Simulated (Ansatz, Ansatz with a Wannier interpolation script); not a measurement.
# From a coarse GW mesh to bands everywhere: BiOCl (P4/nmm), part 2 of 2

Aim: the G0W0 bands of BiOCl (P4/nmm) along the symmetry lines, with the gap off the mesh.

Ansatz 0.2.0; LDA, Wannier functions and G0W0, plane waves, PAW. Known limits of the many-body steps: not at the basis limit; no spin-orbit coupling; coarse k mesh.

So far. Step 2 (LDA bands): The gap is indirect, with the least direct gap 0.36 eV higher. Step 3 (Wannier functions (Bi:6p Cl:3p O:2p) on 8×8×4): Near the gap the model misses directly solved bands by 0.5 meV r.m.s. and by 8 meV at most in the window tested. This tests the starting bands, not the corrections carried with them.

## (4) G0W0 at every point of the mesh: 4×4×2 mesh, 462 empty bands, screening to 150 eV

G0W0 replaces the xc potential by the self-energy, built once from these orbitals. Only a window of levels is corrected, while the sums run over the empty bands that the input names.

This step: G0W0 on LDA, plane waves, PAW.

File input.yaml:

```yaml
crystal:
  lattice:
    - [3.88551, 0.0, 0.0]
    - [0.0, 3.88551, 0.0]
    - [0.0, 0.0, 7.3489]
  atoms:
    - { symbol: Bi, position: [0.5, 0.0, 0.32904] }
    - { symbol: Bi, position: [0.0, 0.5, 0.67096] }
    - { symbol: Cl, position: [0.0, 0.5, 0.1472] }
    - { symbol: Cl, position: [0.5, 0.0, 0.8528] }
    - { symbol: O, position: [0.0, 0.0, 0.5] }
    - { symbol: O, position: [0.5, 0.5, 0.5] }
kpoints:
  mp_grid: { grid: [4, 4, 2] }
hamiltonian:
  xc: lda
scf:
  occupations: { method: fixed }
gw:
  n_empty_bands: 462
  ecut_chi: 150.0
  qp_bands: [v12, c5]
  screening: { model: contour_deformation }
```

Started as:

```
> ansatz run input.yaml --threads 3 --pin off --max-ram 92160MiB --backend cuda --events-out ev --progress --plain --runs-dir out --devices 1 --max-vram 13GiB
```

Numbers of over 12 decimals in the logs are rounded to 6 here.

The log of the run:

```text
GPUs: using 1 of 1 available (devices: 1).
[...]
GPU FFT provider: cuFFT
GPU libraries: cuBLAS 13.8.2, cuFFT 12.4.0, cuSOLVER 12.3.4
Crystal: 6 atoms, lattice volume = 110.948 Å³
Basis set: ecut = 420 eV, 2177 PW (Γ)
Bands: 34, of which v1, the nominal top of the filled ones, is band 28 counted from 1 (27 counted from 0)
Symmetry: 16 space group operations
[...]
k-points: 12 of 32
[...]
GPU buffer pool allocated for 36450 grid points (all kernels)
[...]
SCF iter   1: F=—  HF=-27373.204448 eV  |F-HF|=—  |Δ(HF+E_count)|=         —  Δρ=1.24e-2  dr2=1.69e-1  ethr=1.77e-3  ⟨swp⟩=5.0  Hψ=1546  notcnv=0  defer=46
[...]
SCF iter   7: F=-27373.159735 eV  HF=-27373.159735 eV  |F-HF|=4.50e-9  |Δ(HF+E_count)|=   2.37e-7  Δρ=4.28e-6  dr2=2.75e-8  ethr=1.79e-10  ⟨swp⟩=9.2  Hψ=1770  notcnv=0
SCF 1 converged in 7 iterations: F = -27373.159735 eV  dr2 = 2.75e-8
[...]
G₀W₀ screening: q 1/12
[... further progress lines ...]
SCF converged after 7 iterations
Free energy (F): -27373.159735 eV
[...]
Internal energy: -27373.159735 eV  (E = F + TS)
E sigma→0 (E₀):  -27373.159735 eV
Fermi energy:    7.520125 eV
[...]
--- Band table (eV; the first three rows and the last of 12) ---
  k-point 0: bands = [... 24 lower, 6.5547, 6.5547, 6.6140, 6.8038, 10.5917, 11.2706, 12.8213, 12.8213, ... 2 higher]
  k-point 1: bands = [... 24 lower, 6.8425, 6.8425, 7.1952, 7.2400, 10.0904, 10.4306, 12.8319, 12.8319, ... 2 higher]
  k-point 2: bands = [... 24 lower, 6.5821, 7.0880, 7.1954, 7.3186, 11.8077, 12.1687, 12.3415, 12.5179, ... 2 higher]
  k-point 11: bands = [... 24 lower, 6.2078, 6.2078, 6.9270, 6.9270, 12.0294, 12.0294, 13.5504, 13.5504, ... 2 higher]
--- G₀W₀: contour deformation, 6 samples at zero and on the imaginary axis and 2 off it, 32 q-points, 462 empty bands' worth ---
  eigenvalues of the whole cell's RPA ε∞ on this k-mesh (on a slab, of 1 + 4πα/V) = 5.2927, 6.6298, 6.6298; static W/v taken at q = 0 is 0.162588
  bands read: the sum over 490 bands ends inside a degenerate multiplet in 1 slot, whose members it reads at an even weight; the widest, k=0: bands 490 to 491 (counted from 1) at 1/2 each
    ik  band        ε_KS         Σx   Σc(E_QP)       V_xc       Z   E_QP_lin       E_QP  E_QP is
     0    17      3.0228   -22.9546     5.0353   -17.5459  0.6709     2.6430     2.6495  root
     0    18      3.0228   -22.9546     5.0353   -17.5459  0.6709     2.6430     2.6495  root
     0    19      5.6035   -19.4186     3.3684   -15.1982  0.7265     4.7299     4.7515  root
     0    20      5.9125   -25.3996     4.6796   -20.4007  0.7187     5.5913     5.5932  root
     0    21      6.0544   -23.4996     4.0455   -19.0253  0.7284     5.6223     5.6256  root
     0    22      6.0544   -23.4996     4.0455   -19.0253  0.7284     5.6223     5.6256  root
     0    23      6.1657   -20.9393     3.4192   -16.7226  0.7326     5.3546     5.3683  root
     0    24      6.1657   -20.9393     3.4192   -16.7226  0.7326     5.3546     5.3683  root
     0    25      6.5547   -22.0452     3.5111   -17.8871  0.7357     5.9001     5.9078  root
     0    26      6.5547   -22.0452     3.5111   -17.8871  0.7357     5.9001     5.9078  root
     0    27      6.6140   -21.2356     3.3062   -17.3162  0.7414     5.9941     6.0008  root
     0    28      6.8038   -21.6441     2.7605   -18.3828  0.7514     6.2992     6.3030  root
     0    29     10.5917   -10.9627    -3.8469   -15.4571  0.8065    11.2434    11.2393  root
     0    30     11.2706   -10.9516    -3.8282   -15.4379  0.7994    11.9332    11.9287  root
[...]
11    29     12.0294   -12.2410    -3.8813   -16.8096  0.7911    12.7219    12.7167  root
    11    30     12.0294   -12.2410    -3.8813   -16.8096  0.7911    12.7219    12.7167  root
    11    31     13.5504   -12.2183    -4.4681   -17.6158  0.7693    14.4939    14.4797  root
    11    32     13.5504   -12.2183    -4.4681   -17.6158  0.7693    14.4939    14.4797  root
    11    33     14.0835   -12.0676    -4.4920   -17.4931  0.7638    15.0317    15.0169  root
```

Wall time 28 s (1 × NVIDIA H100 80GB HBM3 (shared by 6 runs) with 3 threads of AMD EPYC 7R13 (Zen 3), shared host); peak memory 1.5 GiB; 33 s of CPU time.

This step gave:

* bands summed: 490
* RPA ε∞ on this mesh (eigenvalues): 5.293, 6.630, 6.630
* plane waves in the screening matrix: 459
* q-points in the mesh: 32
* G0W0 gap on the mesh: 3.683 eV
* k of the valence top: 0, 0.25, -0.5
* k of the conduction bottom: 0, 0, -0.5
* starting gap on the mesh: 2.570 eV
* Z at the valence top: 0.7518
* Z at the conduction bottom: 0.8116
* least direct G0W0 gap on the computed points: 3.872 eV

The gap on the mesh goes from 2.57 eV to 3.68 eV, a correction of +1.11 eV, though a band edge has moved to another state. The start differs from the 2.49 eV found before because this mesh misses an edge.

## (5) Interpolating the corrections

A script adds the corrections, carried to the Wannier functions and back, to the LDA levels, along the path and on a 13×13×9 mesh.

| Property | Result |
| --- | --- |
| G0W0 gap over the zone | 3.583 eV |
| conduction bottom at | Z |
| starting gap over the zone | 2.489 eV |
| least direct G0W0 gap | 3.872 eV |
| G0W0 gap on the mesh | 3.683 eV |
| valence width, start | 5.005 eV |
| valence width, G0W0 | 4.918 eV |
| gap by a rigid shift | 3.602 eV |

Levels solved directly plus the interpolated quasiparticle correction. Limits: finite bands, cutoff and mesh; no spin-orbit coupling; coarse k mesh. The quasiparticle bands at the labelled points (eV, zero at the valence-band top of each set):

```csv
point,band 25,band 26,band 27,band 28,band 29,band 30
Γ,-1.20,-1.20,-1.10,-0.80,4.13,4.82
halfway,-1.33,-0.78,-0.44,-0.32,5.48,5.83
X,-1.12,-1.12,-0.11,-0.11,5.72,5.72
halfway,-1.23,-1.23,-0.80,-0.80,5.73,5.73
M,-0.95,-0.95,-0.40,-0.40,5.20,5.20
halfway,-0.91,-0.76,-0.67,-0.47,5.04,6.26
Γ,-1.20,-1.20,-1.10,-0.80,4.13,4.82
halfway,-1.12,-1.12,-0.87,-0.56,3.86,4.41
Z,-1.04,-1.04,-0.67,-0.29,3.59,4.00
halfway,-1.08,-0.90,-0.78,-0.10,5.19,5.46
R,-0.82,-0.82,-0.15,-0.15,5.49,5.49
halfway,-1.02,-1.02,-0.87,-0.87,5.21,5.21
A,-1.78,-1.78,-0.40,-0.40,5.61,5.61
halfway,-0.83,-0.80,-0.70,-0.48,4.54,6.03
Z,-1.04,-1.04,-0.67,-0.29,3.59,4.00
jump to X,-1.12,-1.12,-0.11,-0.11,5.72,5.72
halfway,-0.96,-0.96,-0.14,-0.14,5.60,5.60
R,-0.82,-0.82,-0.15,-0.15,5.49,5.49
jump to M,-0.95,-0.95,-0.40,-0.40,5.20,5.20
halfway,-1.31,-1.31,-0.40,-0.40,5.40,5.40
A,-1.78,-1.78,-0.40,-0.40,5.61,5.61
```

The same for LDA:

```csv
point,band 25,band 26,band 27,band 28,band 29,band 30
Γ,-1.05,-1.05,-0.99,-0.80,2.99,3.67
X,-0.90,-0.90,-0.10,-0.10,4.49,4.49
M,-0.70,-0.70,-0.67,-0.67,4.01,4.01
Γ,-1.05,-1.05,-0.99,-0.80,2.99,3.67
Z,-0.76,-0.76,-0.41,-0.36,2.49,2.83
R,-0.71,-0.71,-0.08,-0.08,4.29,4.29
A,-1.39,-1.39,-0.67,-0.67,4.43,4.43
Z,-0.76,-0.76,-0.41,-0.36,2.49,2.83
X,-0.90,-0.90,-0.10,-0.10,4.49,4.49
R,-0.71,-0.71,-0.08,-0.08,4.29,4.29
M,-0.70,-0.70,-0.67,-0.67,4.01,4.01
A,-1.39,-1.39,-0.67,-0.67,4.43,4.43
```

The density of states has structure finer than the step of the table below, so its rows give means over 0.5 eV, whole bins alone (the curve runs from -6 to 6.4 eV). Peaks (eV: height): G0W0 -4.50: 4.66, -3.20: 5.01, -1.00: 10.5; LDA -4.60: 4.55, -0.90: 12.0, 5.20: 5.43.

Wannier model on a dense mesh, Gaussian width 0.15 eV. Limits: finite bands, cutoff and mesh; no spin-orbit coupling; coarse k mesh. Density of states against energy, zero at the valence-band top of each set; means over each step; values in states/eV/cell:

```csv
energy (eV),G0W0,LDA
-5.5,1.7e-4,0.00191
-5.0,0.755,1.31
-4.5,3.99,3.78
-4.0,2.64,2.24
-3.5,3.57,3.04
-3.0,4.31,4.15
-2.5,4.23,4.19
-2.0,4.46,3.96
-1.5,7.19,6.05
-1.0,9.55,9.92
-0.5,6.06,7.72
0.0,1.26,1.64
0.5,0.00182,0.00227
1.0,0,0
1.5,0,0
2.0,0,1.2e-4
2.5,0,0.0410
3.0,1.1e-5,0.276
3.5,0.0178,1.14
4.0,0.170,2.83
4.5,0.711,3.29
5.0,2.02,4.63
5.5,3.09,4.54
6.0,3.16,4.14
```

Corrections by starting level (eV, on the run's own energy scale, so only their differences matter):

```csv
start,correction
-4.87,−0.39
-4.36,−0.42
-3.30,−0.58
-3.00,−0.37
-2.15,−0.81
-1.75,−0.62
-1.31,−0.88
-0.95,−0.83
-0.82,−0.72
-0.62,−0.60
-0.32,−0.57
-0.01,−0.51
2.57,+0.60
3.45,+0.67
4.57,+0.73
5.25,+0.83
5.77,+0.88
6.72,+0.92
```

## (6) LDA+SOC bands, for comparison

The many-body steps leave out spin-orbit coupling, so its effect is taken from a two-component run, with twice the bands.

This step: DFT, LDA with spin-orbit coupling, plane waves, PAW.

input.yaml, the sections that differ from step 4:

```yaml
kpoints:
  mp_grid: { grid: [4, 4, 2] }
  band_path:
    path:
      - [[0.0, 0.0, 0.0], [0.0, 0.5, 0.0], [0.5, 0.5, 0.0], [0.0, 0.0, 0.0], [0.0, 0.0, 0.5], [0.0, 0.5, 0.5], [0.5, 0.5, 0.5], [0.0, 0.0, 0.5]]
      - [[0.0, 0.5, 0.0], [0.0, 0.5, 0.5]]
      - [[0.5, 0.5, 0.0], [0.5, 0.5, 0.5]]
    npoints: 10
scf:
  occupations: { method: fermi_dirac, width: 0.02 }
  n_extra_bands: 12
magnetization:
  noncollinear: true
  spin_orbit: true
output:
  eigenvalues: true
# crystal, hamiltonian: as in step 4
# gw: removed
```

The log of the run:

```text
[...]
GPUs: using 1 of 1 available (devices: 1).
[...]
non-collinear run that drives no moment, with spin-orbit: no starting moment large enough to seed its density (crystal.atoms[].spin), no starting occupations that ask for one, no magnetisation constraint and no magnetic field, so the semilocal B_xc is pinned to zero
[...]
GPU FFT provider: cuFFT
GPU libraries: cuBLAS 13.8.2, cuFFT 12.4.0, cuSOLVER 12.3.4
Crystal: 6 atoms, lattice volume = 110.948 Å³
Basis set: ecut = 420 eV, 2177 PW (Γ)
Bands: 68, of which v1, the nominal top of the filled ones, is band 56 counted from 1 (55 counted from 0)
Symmetry: 16 space group operations + 16 with time reversal
[...]
k-points: 12 of 32
Projection manifold: j_resolved (fully-relativistic pseudo-atomic orbitals)
[...]
GPU buffer pool allocated for 36450 grid points (all kernels)
[...]
SCF iter   1: F=—  HF=-27452.539377 eV  |F-HF|=—  |Δ(HF+E_count)|=         —  Δρ=3.76e-2  dr2=1.58e0  dr2_m=0.00e0 (ungated)  ethr=3.10e-3  |M|=0.00e0 ∫|m|=0.00e0 μB  |m|>n=0.0e0 m-floor=0.0e0 τ_xc=0.0e0  β_m=0.30  ⟨swp⟩=6.2  Hψ=1768  notcnv=0
[...]
spin=Noncollinear: Resta preconditioning applied to the charge; magnetization (m_x, m_y, m_z) channels mix plain (no charge-response kernel on spin).
SCF iter   2: F=—  HF=-27452.244660 eV  |F-HF|=—  |Δ(HF+E_count)|=   2.95e-1  Δρ=2.55e-2  dr2=5.75e-1  dr2_m=0.00e0 (ungated)  ethr=2.82e-3  |M|=0.00e0 ∫|m|=0.00e0 μB  |m|>n=0.0e0 m-floor=0.0e0 τ_xc=0.0e0  β_m=0.50  ⟨swp⟩=2.0  Hψ=505  notcnv=0  defer=94
[...]
SCF iter   8: F=-27452.084806 eV  HF=-27452.084806 eV  |F-HF|=3.65e-9  |Δ(HF+E_count)|=   1.55e-7  Δρ=5.88e-6  dr2=3.73e-8  dr2_m=0.00e0 (ungated)  ethr=1.79e-10  |M|=0.00e0 ∫|m|=0.00e0 μB  |m|>n=0.0e0 m-floor=0.0e0 τ_xc=0.0e0  ⟨swp⟩=9.2  Hψ=1832  notcnv=0
SCF 1 converged in 8 iterations: F = -27452.084806 eV  dr2 = 3.73e-8
[...]
SCF converged after 8 iterations
Magnetization: |M| = 0.0000 μB,  M = (+0.0000, +0.0000, +0.0000) μB
Absolute magnetization: 0.0000 μB (∫|m|)
  site 0: m = (+0.0000, +0.0000, +0.0000) μB, |m| = 0.0000 μB  (R = 0.95 Å)
  site 1: m = (+0.0000, +0.0000, +0.0000) μB, |m| = 0.0000 μB  (R = 0.95 Å)
  site 2: m = (+0.0000, +0.0000, +0.0000) μB, |m| = 0.0000 μB  (R = 1.26 Å)
  site 3: m = (+0.0000, +0.0000, +0.0000) μB, |m| = 0.0000 μB  (R = 1.26 Å)
  site 4: m = (+0.0000, +0.0000, +0.0000) μB, |m| = 0.0000 μB  (R = 0.95 Å)
  site 5: m = (+0.0000, +0.0000, +0.0000) μB, |m| = 0.0000 μB  (R = 0.95 Å)
Free energy (F): -27452.084806 eV
[...]
Internal energy: -27452.084806 eV  (E = F + TS)
E sigma→0 (E₀):  -27452.084806 eV
Fermi energy:    8.633855 eV
[...]
--- Band table (eV; the first three rows and the last of 12) ---
  k-point 0: bands = [... 52 lower, 6.6221, 6.6221, 6.7674, 6.7674, 10.1884, 10.1884, 10.4500, 10.4500, ... 8 higher]
  k-point 1: bands = [... 52 lower, 7.1063, 7.1063, 7.2271, 7.2271, 9.7522, 9.7522, 9.8326, 9.8326, ... 8 higher]
  k-point 2: bands = [... 52 lower, 7.1391, 7.1391, 7.2919, 7.2919, 10.7260, 10.7260, 11.2637, 11.2637, ... 8 higher]
  k-point 11: bands = [... 52 lower, 6.7812, 6.7812, 6.7812, 6.7812, 11.4462, 11.4462, 11.4462, 11.4462, ... 8 higher]
```

Run time: 9.4 s. Hardware: 1 × NVIDIA H100 80GB HBM3 (shared by 6 runs) with 3 threads; peak memory 1.4 GiB.

This step gave:

```
filled bands         : 56
gap                  : 2.186 eV
valence top at       : k = (0.000, 0.400, 0.500)
conduction bottom at : Z
least direct gap     : 2.525 eV
```

The gap stands −0.30 eV against LDA.

Electronic bands along the path, in eV, zero at the top of the highest nominally filled band:

```csv
point,band 53,band 54,band 55,band 56,band 57,band 58,band 59,band 60
Γ,-0.94,-0.94,-0.80,-0.80,2.62,2.62,2.88,2.88
halfway,-0.43,-0.43,-0.27,-0.27,3.16,3.16,3.70,3.70
X,-0.10,-0.10,-0.10,-0.10,3.61,3.61,3.61,3.61
halfway,-0.72,-0.72,-0.71,-0.71,3.52,3.52,4.05,4.05
M,-0.71,-0.71,-0.71,-0.71,3.52,3.52,3.52,3.52
halfway,-0.52,-0.52,-0.39,-0.39,3.08,3.08,4.05,4.05
Γ,-0.94,-0.94,-0.80,-0.80,2.62,2.62,2.88,2.88
halfway,-0.73,-0.73,-0.55,-0.55,2.38,2.38,2.63,2.63
Z,-0.46,-0.46,-0.34,-0.34,2.19,2.19,2.27,2.27
halfway,-0.57,-0.57,-0.19,-0.19,3.16,3.16,3.44,3.44
R,-0.09,-0.09,-0.09,-0.09,3.51,3.51,3.51,3.51
halfway,-0.68,-0.68,-0.60,-0.60,3.25,3.25,3.83,3.83
A,-0.79,-0.79,-0.79,-0.79,3.88,3.88,3.88,3.88
halfway,-0.59,-0.59,-0.33,-0.33,2.72,2.72,4.20,4.20
Z,-0.46,-0.46,-0.34,-0.34,2.19,2.19,2.27,2.27
jump to X,-0.10,-0.10,-0.10,-0.10,3.61,3.61,3.61,3.61
halfway,-0.10,-0.10,-0.10,-0.10,3.56,3.56,3.56,3.56
R,-0.09,-0.09,-0.09,-0.09,3.51,3.51,3.51,3.51
jump to M,-0.71,-0.71,-0.71,-0.71,3.52,3.52,3.52,3.52
halfway,-0.79,-0.79,-0.79,-0.79,3.70,3.70,3.70,3.70
A,-0.79,-0.79,-0.79,-0.79,3.88,3.88,3.88,3.88
```

## (7) What came out

| Property | Result |
| --- | --- |
| LDA gap | 2.49 eV |
| G0W0 gap over the zone | 3.58 eV, indirect |
| least direct G0W0 gap, in the model | 3.87 eV |
| with the spin-orbit change | 3.28 eV |
| GW settings | 4×4×2 mesh, 462 empty bands, screening to 150 eV |
| known limits | not at the basis limit; no spin-orbit coupling; coarse k mesh |

The Wannier model follows the LDA bands to under 1 meV r.m.s. near the gap. The G0W0 gap over the zone is 3.58 eV, indirect, from k = (0.000, 0.364, 0.500) to Z; on the mesh alone it is 3.68 eV, and a rigid shift of the LDA bands would give 3.60 eV. The valence width in the model goes from 5.01 eV to 4.92 eV. LDA+SOC gives a gap of 2.19 eV on the same path, a spin-orbit change of −0.30 eV that would bring the G0W0 gap to 3.28 eV. Against experiment, by G0W0@LDA with the spin-orbit change: the gap of 3.28 eV lies −0.16 eV from the measured 3.44 eV (optical, 2022); the gap of 3.28 eV lies −0.08 eV from the measured 3.36 eV (optical, 2021). An exciton line or allowed optical edge lies below the quasiparticle gap by the binding energy; a forbidden edge can push the onset above it. The calculation has static nuclei and no excitons; a measured gap holds zero-point and thermal motion, which mostly lowers it. Bands and cutoff are finite, so the gap is not at the basis limit. The miss can reach some tenths of an eV and take either sign; the mesh is an error of its own. Above the frozen window of the model the interpolated levels need not meet the computed ones, even at points of the mesh. The 4×4×2 mesh is coarse for this cell (its supercell is 15 Å along the shortest edge). The RPA ε∞ on it, from the LDA start, is 5.29 and 6.63; such meshes misread the long-range screening, most where the gap is narrow. Where an edge is built on 6p states of lead, bismuth or thallium, scalar-relativistic gaps usually stand too wide, by a few tenths to over one eV.

[Paths, hosts, dates, memory and timing lines, banners, echoed tables and standing remarks are left out of the program output.]

[Logs are printed without paths, hosts, clocks, repeated set-up lines and the standing remarks that a program may print on its own settings, such as how far it seeks lower states.]

[Runs of the session that timed out or met a known fault of the program may be left out.]

[Hosts, paths, dates, database ids (printed as entryN), source tags and the programs' standing remarks are cut or masked in the printed files.]
